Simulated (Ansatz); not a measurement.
# Binding across the interface in twisted Zr2CO2 MXene bilayer, 38.21° (70 atoms), part 2 of 3

Aim: the interaction energy between the two parts of twisted Zr2CO2 MXene bilayer, 38.21° (70 atoms) and its distance dependence.

Ansatz 0.2.0; Kohn-Sham DFT, revPBE+D4, PAW (set soft_2), plane waves.

So far. Step 2 (Single point at the start): The r.m.s. force at the start is 0.32 eV/Å. Step 3 (Relaxation): The relaxation converged after 3 steps, 0.374 eV below its start, with a largest force component of 0.038 eV/Å.

## Step 4: Single point at the relaxed geometry

The electronic structure is read at the final geometry, in a run of its own.

File input.yaml:

```yaml
crystal:
  lattice:
    - [8.7574, 0.0, 0.0]
    - [-4.3787, 7.58413, 0.0]
    - [0.0, 0.0, 26.08]
  atoms:
    - { symbol: C, position: [4.0e-05, 0.00038, 0.3576] }
    - { symbol: Zr, position: [0.19049, 0.23788, 0.41086] }
    - { symbol: Zr, position: [0.238, 0.04774, 0.30413] }
    - { symbol: O, position: [0.23885, 0.04713, 0.44545] }
    - { symbol: O, position: [0.1905, 0.23845, 0.26919] }
    - { symbol: C, position: [0.1427, 0.42906, 0.35758] }
    [... 58 atom lines left out ...]
    - { symbol: O, position: [0.64416, 0.26407, 0.55459] }
    - { symbol: C, position: [0.02552, 0.16998, 0.64223] }
    - { symbol: Zr, position: [0.78753, 0.9793, 0.69561] }
    - { symbol: Zr, position: [0.83523, 0.21711, 0.58891] }
    - { symbol: O, position: [0.83525, 0.21755, 0.73071] }
    - { symbol: O, position: [0.78728, 0.97896, 0.55366] }
kpoints:
  mp_grid: { grid: [3, 3, 1] }
hamiltonian:
  xc: revpbe
  dispersion: d4
scf:
  occupations: { method: fermi_dirac, width: 0.025 }
output:
  forces: true
  populations: true
  dos:
    method: { smearing: { sigma: 0.15 } }
    de: 0.1
    projected:
      site_lists:
        C: [C]
        O: [O]
        Zr: [Zr]
        layer_1: [0, 1, 2, 3, 4, 5, 6, 7, 8, 9, 10, 11, 12, 13, 14, 15, 16, 17, 18, 19, 20, 21, 22, 23, 24, 25, 26, 27, 28, 29, 30, 31, 32, 33, 34]
        layer_2: [35, 36, 37, 38, 39, 40, 41, 42, 43, 44, 45, 46, 47, 48, 49, 50, 51, 52, 53, 54, 55, 56, 57, 58, 59, 60, 61, 62, 63, 64, 65, 66, 67, 68, 69]
  eigenvalues: true
  write_density: true
  write_potential: true
  volumetric_format: npy
  elf: true
```

On the command line:

```console
ansatz run input.yaml --threads 4 --pin off --max-ram 15872MiB --backend cpu --events-out ev --progress --plain --runs-dir out
```

Numbers of over 12 decimals in the logs are rounded to 6 here.

What it wrote:

```text
[...]
Crystal: 70 atoms, lattice volume = 1732.162 Å³
Basis set: ecut = 420 eV, 33921 PW (Γ), exchange–correlation on 120×120×360 points (8 copies of the dense FFT grid, shifted against one another)
Bands: 350, of which v1, the nominal top of the filled ones, is band 280 counted from 1 (279 counted from 0)
Symmetry: 1 space group operations
[...]
k-points: 5 of 9 (time reversal used)
[...]
SCF iter   1: F=—  HF=-136841.663225 eV  |F-HF|=—  |Δ(HF+E_count)|=         —  Δρ=4.32e-3  dr2=6.42e-1  ethr=1.77e-3  ⟨swp⟩=6.8  Hψ=7102  notcnv=0  defer=192
[...]
SCF iter  10: F=-136841.574603 eV  HF=-136841.574603 eV  |F-HF|=4.57e-8  |Δ(HF+E_count)|=   6.62e-8  Δρ=1.96e-6  dr2=6.73e-8  ethr=1.79e-11  ⟨swp⟩=19.8  Hψ=16484  notcnv=0
SCF 1 converged in 10 iterations: F = -136841.574603 eV  dr2 = 6.73e-8
[...]
WARN: The output density's exchange-correlation potential varies sharply where the density is thin. Do not read a vacuum level from v_tot or v_xc, or from such a field of the output density. On a cell that repeats whose density bears no net charge and no dipole along the vacuum's axis use v_es (v_loc + v_h of the components); [...]
SCF converged after 10 iterations
Free energy (F): -136841.574603 eV
[...]
Internal energy: -136841.574603 eV  (E = F + TS)
E sigma→0 (E₀):  -136841.574603 eV
Fermi energy:    4.603454 eV
[...]
--- Forces (eV/Å), atoms counted from 1 ---
  atom   1  C      0.00656367    -0.00560301     0.02627041
  atom   2  Zr    -0.01948476     0.00851591    -0.02056649
  atom   3  Zr     0.00297441     0.00411393     0.00735892
  atom   4  O      0.00063782     0.00018002     0.00829479
  atom   5  O      0.00339444     0.00081716     0.00550264
  atom   6  C      0.01446675    -0.00590957    -0.00318741
  atom   7  Zr    -0.02034464     0.01401674    -0.00998629
  atom   8  Zr     0.00299220     0.00012581     0.01106421
  atom   9  O      0.00350535    -0.01755992     0.00210551
  atom  10  O      0.00783285     0.00538795     0.01064588
  atom  11  C     -0.00989033    -0.01147056     0.01878238
  atom  12  Zr    -0.00467677    -0.01173147    -0.01951810
  atom  13  Zr     0.01366889    -0.00330175    -0.00402067
  atom  14  O     -0.00261308     0.00187293     0.00138345
[...]
atom  69  O     -0.00310925     0.00479352    -0.00971240
  atom  70  O     -0.00202334     0.00377303    -0.00840560
  max |Σ_I F_I| component: 1.35e-6 eV/Å
--- Band table (eV; the first three rows and the last of 5) ---
[...]
--- Löwdin populations: 70 sites ---
  site symbol       q [e]
     0      C      4.9061
     1     Zr     10.8351
     2     Zr     10.8223
[...]
69      O      6.6412
  spilling = 0.003998 (of n_electrons = 560.000000)
```

It took 4.7 min on 4 threads of Arm Neoverse V1, shared host; peak memory 10 GiB.

The program notes that the exchange-correlation potential is rough where the density is thin.

The run gave:

```yaml
free_energy: -136841.5746 eV
free_energy_per_atom: -1954.8796 eV/atom
scf_cycles: 10
r_m_s_force_component: 0.00979 eV/Å
longest_force: 0.04076 eV/Å
fermi_energy: 4.603 eV
spacing_of_highest_filled_and_lowest_empty_level: 1.117 eV
potential_in_mid_vacuum_over_the_fermi_level: 4.649 eV
potential_4p5_a_over_the_upper_face: 4.647 eV
potential_4p5_a_under_the_lower_face: 4.649 eV
spilling_of_the_projection: 0.003998
```

Löwdin charges by element (they lack the spilled electrons, 0.032 e an atom on average):

```csv
element,coordination,atoms,mean charge (e),spread,least,most
C,all,14,-0.905,7.0e-4,-0.906,-0.904
O,all,28,-0.639,0.0026,-0.641,-0.633
Zr,all,28,1.17,0.0058,1.16,1.18
```

By region:

```csv
region,atoms,mean length of the force (eV/Å)
layer 1,35,0.015
layer 2,35,0.015
```

States in the cell by windows of 0.5 eV, zero at the Fermi level; the larger projections on atomic orbitals stand beside the total:

```csv
from (eV),to (eV),total,layer 1,layer 2,O p,Zr d,C p
-10,-9.5,17.3,8.6,8.6,0.2,4.4,0.1
-9.5,-9,0.8,0.4,0.4,0.0,0.2,0.0
-9,-6.5,0.0,0.0,0.0,0.0,0.0,0.0
-6.5,-6,3.3,1.7,1.7,1.6,1.0,0.4
-6,-5.5,26.5,13.2,13.2,15.2,7.1,2.2
-5.5,-5,44.9,22.3,22.3,30.1,11.4,1.3
-5,-4.5,50.9,25.3,25.3,35.4,10.6,2.7
-4.5,-4,38.0,18.8,18.8,29.3,4.7,1.5
-4,-3.5,4.4,2.2,2.2,3.5,0.4,0.2
-3.5,-3,10.5,5.2,5.2,2.2,3.1,4.5
-3,-2.5,19.7,9.7,9.7,4.7,5.9,8.0
-2.5,-2,17.3,8.5,8.5,3.6,4.7,8.2
-2,-1.5,27.6,13.6,13.6,6.2,6.2,13.8
-1.5,-1,7.5,3.7,3.7,1.9,1.5,3.7
-1,-0.5,1.2,0.6,0.6,0.2,0.2,0.7
-0.5,0,0.2,0.1,0.1,0.0,0.0,0.1
0,0.5,1.4,0.7,0.7,0.4,1.0,0.0
0.5,1,11.8,5.8,5.8,2.4,8.5,0.4
1,1.5,14.0,6.8,6.9,1.8,11.0,0.7
1.5,2,4.7,2.3,2.3,0.5,3.7,0.3
2,2.5,14.6,7.1,7.1,1.3,11.4,1.3
2.5,3,35.5,17.5,17.5,2.1,30.0,1.8
```

Between -26 and -10 eV lie 66 more states.

About 224 of the 560 electrons lie in deeper levels, below the stored range.

The levels nearest the highest filled one (over half full), pooled over k-points and spins:

```csv
level less the highest filled one (eV),occupation
-0.512,2
-0.512,2
-0.0018,2
-9.0e-4,2
-1.0e-4,2
0,2
1.12,0
1.12,0
1.12,0
1.12,0
1.12,0
1.12,0
```

Planar average of the electrostatic potential energy along the normal, with the Fermi level as zero, after a running mean with a triangular window 4 Å wide at its base:

```csv
height (Å),potential energy (eV)
0.0,4.65
0.7,4.65
1.4,4.65
2.2,4.65
2.9,4.65
3.8,4.64
4.5,4.52
5.2,3.54
5.9,0.58
6.7,-4.33
7.4,-8.82
8.1,-10.59
8.8,-10.01
9.6,-9.86
10.4,-10.59
11.2,-9.34
11.9,-5.24
12.6,-1.14
13.3,-0.69
14.1,-4.31
14.8,-8.70
15.5,-10.60
16.4,-9.93
17.1,-9.91
17.8,-10.56
18.5,-9.44
19.3,-5.32
20.0,-0.27
20.7,3.14
21.4,4.44
22.2,4.63
23.0,4.65
23.8,4.65
24.5,4.65
25.2,4.65
25.9,4.65
```

Electrostatic potential energy in the ca plane at fractional y = 0.264, with atoms of Zr and O and C within 0.2 Å of it. With pseudopotentials it is smooth inside the atoms' cores, unlike the true potential.

Values in eV, 13 rows by 16 columns, each cell a mean:
```
  9   9   9   5 -22 -23   4   1  -8   6   8  -2 -18   2   2  -2
  9   9   9   7  -1  -1   4 -10  -3   7   7 -17 -45  -5   5 -12
  9   9   9   8   4   4   3  -7  -1   7   7  -9 -33  -1   3  -5
  9   9   9   6  -9  -9   4   3   3   8   8 -11  -1   4 -17 -27
  9   9   9   4 -29 -29   4   4 -13   6   4 -38   1   4 -33 -43
  9   9   9   6 -15 -15   4   1  -1   8   8  -7   4   5 -16 -25
  9   9   9   8   3   0 -11   3   5   8   8   5   3  -9  -1   2
  9   9   9   8   5  -3 -39   3   6   8   8   6   4 -23  -4   4
  9   9   9   8   5   4  -5  -3   1   8   8   4   0   2   1  -1
  9   9   9  -2 -11   5   0 -36 -19   6   7  -3 -19   1   0  -3
  9   9   9 -10 -22   5  -2 -44 -26   5   7  -4 -20   1   4   2
  9   9   9   6  -3  -1   3 -15  -6   7   8   3  -1   0   3   3
  9   9   9   5 -22 -23   4   4  -5   7   9   5   3   1   0  -2
```
Columns run along c (16.0 Å, from fractional 0.12 to 0.74 of the cell; values clipped at the 3rd and 97th percentile), rows up along a (8.8 Å). Atoms in or near the plane, at fractional coordinates: Zr at (0.41, 0.19), O at (0.27, 0.19), C at (0.36, 0.43), Zr at (0.70, 0.64), O at (0.55, 0.64).

ELF in the ca plane at fractional y = 0.264, with atoms of Zr and O and C within 0.2 Å of it. It is the smooth field of the valence electrons, not physical close to the nuclei.

Values, 13 rows by 16 columns, each cell a mean:
```
0.16 0.29 0.75 0.30 0.15 0.29 0.37 0.37 0.14 0.42 0.53 0.10 0.00 0.00 0.00 0.00
0.28 0.34 0.27 0.11 0.03 0.60 0.69 0.17 0.19 0.74 0.75 0.20 0.01 0.00 0.00 0.00
0.50 0.26 0.08 0.02 0.11 0.44 0.56 0.21 0.15 0.60 0.67 0.15 0.01 0.00 0.00 0.00
0.53 0.22 0.58 0.15 0.57 0.60 0.16 0.17 0.51 0.47 0.18 0.03 0.00 0.00 0.00 0.00
0.23 0.39 0.81 0.27 0.68 0.63 0.29 0.13 0.56 0.62 0.04 0.00 0.00 0.00 0.00 0.00
0.32 0.22 0.69 0.21 0.55 0.67 0.24 0.41 0.53 0.44 0.03 0.01 0.00 0.00 0.00 0.00
0.69 0.21 0.18 0.04 0.13 0.17 0.44 0.73 0.45 0.09 0.06 0.01 0.00 0.00 0.00 0.00
0.60 0.39 0.04 0.01 0.04 0.10 0.58 0.67 0.59 0.09 0.03 0.00 0.00 0.00 0.00 0.00
0.62 0.23 0.05 0.01 0.23 0.22 0.28 0.68 0.26 0.14 0.19 0.03 0.00 0.00 0.00 0.00
0.37 0.72 0.25 0.01 0.24 0.32 0.39 0.22 0.12 0.43 0.57 0.11 0.00 0.00 0.00 0.00
0.37 0.63 0.34 0.01 0.07 0.29 0.45 0.45 0.21 0.56 0.61 0.12 0.00 0.00 0.00 0.00
0.29 0.43 0.31 0.10 0.08 0.12 0.32 0.76 0.38 0.22 0.24 0.03 0.00 0.00 0.00 0.00
0.33 0.34 0.78 0.29 0.24 0.30 0.35 0.74 0.30 0.08 0.06 0.01 0.00 0.00 0.00 0.00
```
Columns run along c (16.0 Å, from fractional 0.36 to 0.98 of the cell), rows up along a (8.8 Å). Atoms in or near the plane, at fractional coordinates: Zr at (0.41, 0.19), Zr at (0.70, 0.64), O at (0.55, 0.64).

The highest filled and lowest empty levels differ by 1.12 eV (on the run's k-points); a semilocal functional tends to put such gaps too low. Mean Löwdin charges: C -0.90, O -0.64, Zr +1.17 e (they miss 0.40 % of the electrons, so they add up to more than the cell's charge). The largest share in the top eV of filled states is C p (50 % of the projected weight), and in the lowest eV of empty states Zr d (77 % of the projected weight). The potential stands 5.19 eV above the highest filled level over the upper face and 5.19 eV under the lower one, a reading of the ionisation potential at this level.

## Step 5: The lower part alone

The lower part (layer 1) is solved alone, atoms held, in the same cell.

File input.yaml:

```yaml
crystal:
  lattice:
    - [8.7574, 0.0, 0.0]
    - [-4.3787, 7.58413, 0.0]
    - [0.0, 0.0, 26.08]
  atoms:
    - { symbol: C, position: [4.0e-05, 0.00038, 0.3576] }
    - { symbol: Zr, position: [0.19049, 0.23788, 0.41086] }
    - { symbol: Zr, position: [0.238, 0.04774, 0.30413] }
    - { symbol: O, position: [0.23885, 0.04713, 0.44545] }
    - { symbol: O, position: [0.1905, 0.23845, 0.26919] }
    - { symbol: C, position: [0.1427, 0.42906, 0.35758] }
    [... 23 atom lines left out ...]
    - { symbol: O, position: [0.9048, 0.38131, 0.26914] }
    - { symbol: C, position: [0.85749, 0.57215, 0.35764] }
    - { symbol: Zr, position: [0.04749, 0.80948, 0.41109] }
    - { symbol: Zr, position: [0.09547, 0.61937, 0.30422] }
    - { symbol: O, position: [0.09573, 0.61978, 0.44621] }
    - { symbol: O, position: [0.04752, 0.8098, 0.26918] }
kpoints:
  mp_grid: { grid: [3, 3, 1] }
hamiltonian:
  xc: revpbe
  dispersion: d4
scf:
  occupations: { method: fermi_dirac, width: 0.025 }
output:
  forces: true
  eigenvalues: true
  write_density: true
  write_potential: true
  volumetric_format: npy
```

What it wrote:

```text
[...]
Crystal: 35 atoms, lattice volume = 1732.162 Å³
Basis set: ecut = 420 eV, 33921 PW (Γ), exchange–correlation on 120×120×360 points (8 copies of the dense FFT grid, shifted against one another)
Bands: 175, of which v1, the nominal top of the filled ones, is band 140 counted from 1 (139 counted from 0)
Symmetry: 1 space group operations
[...]
k-points: 5 of 9 (time reversal used)
[...]
SCF iter   1: F=—  HF=-68420.243438 eV  |F-HF|=—  |Δ(HF+E_count)|=         —  Δρ=2.70e-3  dr2=1.84e-1  ethr=1.77e-3  ⟨swp⟩=7.2  Hψ=3682  notcnv=0  defer=68
[...]
SCF iter   9: F=—  HF=-68420.224835 eV  |F-HF|=—  |Δ(HF+E_count)|=   5.50e-7  Δρ=6.08e-6  dr2=6.63e-7  ethr=5.47e-10  ⟨swp⟩=2.4  Hψ=1390  notcnv=0  defer=136
SCF iter  10: F=-68420.224835 eV  HF=-68420.224835 eV  |F-HF|=2.27e-9  |Δ(HF+E_count)|=   1.27e-7  Δρ=1.23e-6  dr2=3.41e-8  ethr=3.57e-11  ⟨swp⟩=21.4  Hψ=8511  notcnv=0
SCF 1 converged in 10 iterations: F = -68420.224835 eV  dr2 = 3.41e-8
[...]
SCF converged after 10 iterations
Free energy (F): -68420.224835 eV
[...]
Internal energy: -68420.224835 eV  (E = F + TS)
E sigma→0 (E₀):  -68420.224835 eV
Fermi energy:    -0.006088 eV
[...]
Σ components = -68420.224835   (vs F -68420.224835, Δ=0.00e0)
--- Forces (eV/Å), atoms counted from 1 ---
  atom   1  C      0.00468750    -0.00560539     0.01606866
  atom   2  Zr    -0.01264511     0.01273832    -0.05591662
  atom   3  Zr     0.00333744     0.00426858     0.00008780
  atom   4  O     -0.07145675     0.05870328     0.11477664
[...]
atom  35  O      0.00305816     0.00518491     0.01018083
  max |Σ_I F_I| component: 7.60e-5 eV/Å
--- Band table (eV; the first three rows and the last of 5) ---
[...]
```

Elapsed: 90 s, on 4 threads; peak memory 5.5 GiB; 5.9 min of CPU time.

## Step 6: The upper part alone

The upper part (layer 2) is solved alone in the same way.

input.yaml, the sections that differ from step 5:

```yaml
crystal:
  lattice:
    - [8.7574, 0.0, 0.0]
    - [-4.3787, 7.58413, 0.0]
    - [0.0, 0.0, 26.08]
  atoms:
    - { symbol: C, position: [0.74021, 0.74169, 0.64236] }
    - { symbol: Zr, position: [0.50198, 0.55087, 0.69566] }
    - { symbol: Zr, position: [0.54952, 0.78914, 0.58882] }
    - { symbol: O, position: [0.54943, 0.789, 0.73069] }
    - { symbol: O, position: [0.50359, 0.55177, 0.55426] }
    - { symbol: C, position: [0.597, 0.02684, 0.64234] }
    [... 23 atom lines left out ...]
    - { symbol: O, position: [0.64416, 0.26407, 0.55459] }
    - { symbol: C, position: [0.02552, 0.16998, 0.64223] }
    - { symbol: Zr, position: [0.78753, 0.9793, 0.69561] }
    - { symbol: Zr, position: [0.83523, 0.21711, 0.58891] }
    - { symbol: O, position: [0.83525, 0.21755, 0.73071] }
    - { symbol: O, position: [0.78728, 0.97896, 0.55366] }
# kpoints, hamiltonian, scf, output: as in step 5
```

What it wrote:

```text
[...]
Crystal: 35 atoms, lattice volume = 1732.162 Å³
Basis set: ecut = 420 eV, 33921 PW (Γ), exchange–correlation on 120×120×360 points (8 copies of the dense FFT grid, shifted against one another)
Bands: 175, of which v1, the nominal top of the filled ones, is band 140 counted from 1 (139 counted from 0)
Symmetry: 1 space group operations
[...]
k-points: 5 of 9 (time reversal used)
[...]
SCF iter   1: F=—  HF=-68420.243793 eV  |F-HF|=—  |Δ(HF+E_count)|=         —  Δρ=2.70e-3  dr2=1.84e-1  ethr=1.77e-3  ⟨swp⟩=7.2  Hψ=3678  notcnv=0  defer=68
[...]
SCF iter  10: F=-68420.225159 eV  HF=-68420.225159 eV  |F-HF|=2.49e-9  |Δ(HF+E_count)|=   9.96e-8  Δρ=1.26e-6  dr2=3.40e-8  ethr=3.57e-11  ⟨swp⟩=21.0  Hψ=8083  notcnv=0
SCF 1 converged in 10 iterations: F = -68420.225159 eV  dr2 = 3.40e-8
[...]
SCF converged after 10 iterations
Free energy (F): -68420.225159 eV
[...]
Internal energy: -68420.225159 eV  (E = F + TS)
E sigma→0 (E₀):  -68420.225159 eV
Fermi energy:    -0.004865 eV
[...]
--- Forces (eV/Å), atoms counted from 1 ---
  atom   1  C      0.00406069    -0.01340825    -0.00640474
  atom   2  Zr    -0.00625251     0.00903643     0.00406285
  atom   3  Zr     0.01300820     0.00333058     0.07139705
  atom   4  O     -0.00396817    -0.00731890    -0.00930492
  atom   5  O     -0.08268502    -0.06138455    -0.08774707
  atom   6  C      0.00180367    -0.00269701     0.00326234
  atom   7  Zr    -0.00506960     0.00139944    -0.00642012
  atom   8  Zr     0.00833362    -0.00352225     0.02010473
  atom   9  O     -0.00064702     0.00436072    -0.00692611
  atom  10  O      0.03397499     0.01697701    -0.06088726
  atom  11  C      0.00833474     0.00651279     0.02200525
  atom  12  Zr    -0.00262265     0.00373402    -0.00834987
  atom  13  Zr    -0.01101992    -0.00098974     0.14581600
  atom  14  O      0.00751487    -0.00391949    -0.01425870
[...]
atom  34  O     -0.00200429     0.00406289    -0.00978756
  atom  35  O      0.00422506     0.03135210     0.03014384
  max |Σ_I F_I| component: 6.85e-5 eV/Å
--- Band table (eV; the first three rows and the last of 5) ---
[...]
```

The job ended after 91 s (4 threads; peak memory 5.5 GiB).

The whole (-136841.575 eV) less the lower (-68420.225 eV) and the upper part (-68420.225 eV) leaves -1.125 eV.

(Continued in part 3 of 3.)

[Logs are printed without paths, hosts, clocks, repeated set-up lines and the standing remarks that a program may print on its own settings, such as how far it seeks lower states.]

[Hosts, paths, dates, database ids (printed as entryN), source tags and the programs' standing remarks are cut or masked in the printed files.]
